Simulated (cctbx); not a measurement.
# TiGeBi across an absorption edge

Space group P4/nmm (no. 129, origin choice 1), a = 3.7550 Å, b = 3.7550 Å, c = 8.5420 Å, α = 90.00°, β = 90.00°, γ = 90.00°.

```csv
atom,mult.,x,y,z,Ueq (Å²)
Bi1,2,0,1/2,0.3896,0.0019
Ge1,2,1/2,1/2,0,0.0043
Ti1,2,0,1/2,0.7523,0.0034
```

The model was made for the exercise: a known structure type with other elements put in, its volume estimated, not relaxed; displacement parameters are assumed.

Calculated with cctbx: free-atom f′ and f″ from the Sasaki tables, no fine structure; amplitudes in electrons.

```csv
E (eV),F 0 1 4,F 0 0 3,F 1 0 2,F 0 0 2
4366,41.7,116.2,132.9,50.3
4716,42.1,116.8,134.1,51.9
4846,42.3,116.9,134.3,53.3
4906,42.4,117.0,134.4,54.7
4936,42.5,117.1,134.4,56.2
4951,42.6,117.2,134.4,57.6
4958,42.7,117.2,134.3,58.8
4962,42.7,117.3,134.3,60.2
4970,42.7,117.3,134.4,60.2
4974,42.6,117.2,134.4,58.4
4981,42.5,117.1,134.5,56.9
4996,42.4,117.1,134.5,55.3
5026,42.3,117.0,134.6,53.6
5116,42.2,117.0,134.8,51.3
5366,42.2,116.9,135.1,49.0
```

**Question.** Which edge is crossed, and why do the reflections move as they do?

The K edge of Ti. The edge is at 4966 eV. f′ of Ti falls from -3.5 e at 4846 eV to -7.1 e at 4 eV below it, and f″ steps from 0.44 to 4.00 e across it. Over that approach |F| changes by +1 % (0 1 4), +0 % (0 0 3), +0 % (1 0 2) and +13 % (0 0 2): a reflection falls where Ti scatters in phase with the total and rises where it scatters against it; it hardly moves where the Ti term is small or cancels by symmetry. Above the edge the larger f″ enters the imaginary part, where it can add to or cancel the other atoms' f″. The structure is centrosymmetric, so Friedel mates stay equal.

[Logs are printed without paths, hosts, clocks, repeated set-up lines and the standing remarks that a program may print on its own settings, such as how far it seeks lower states.]
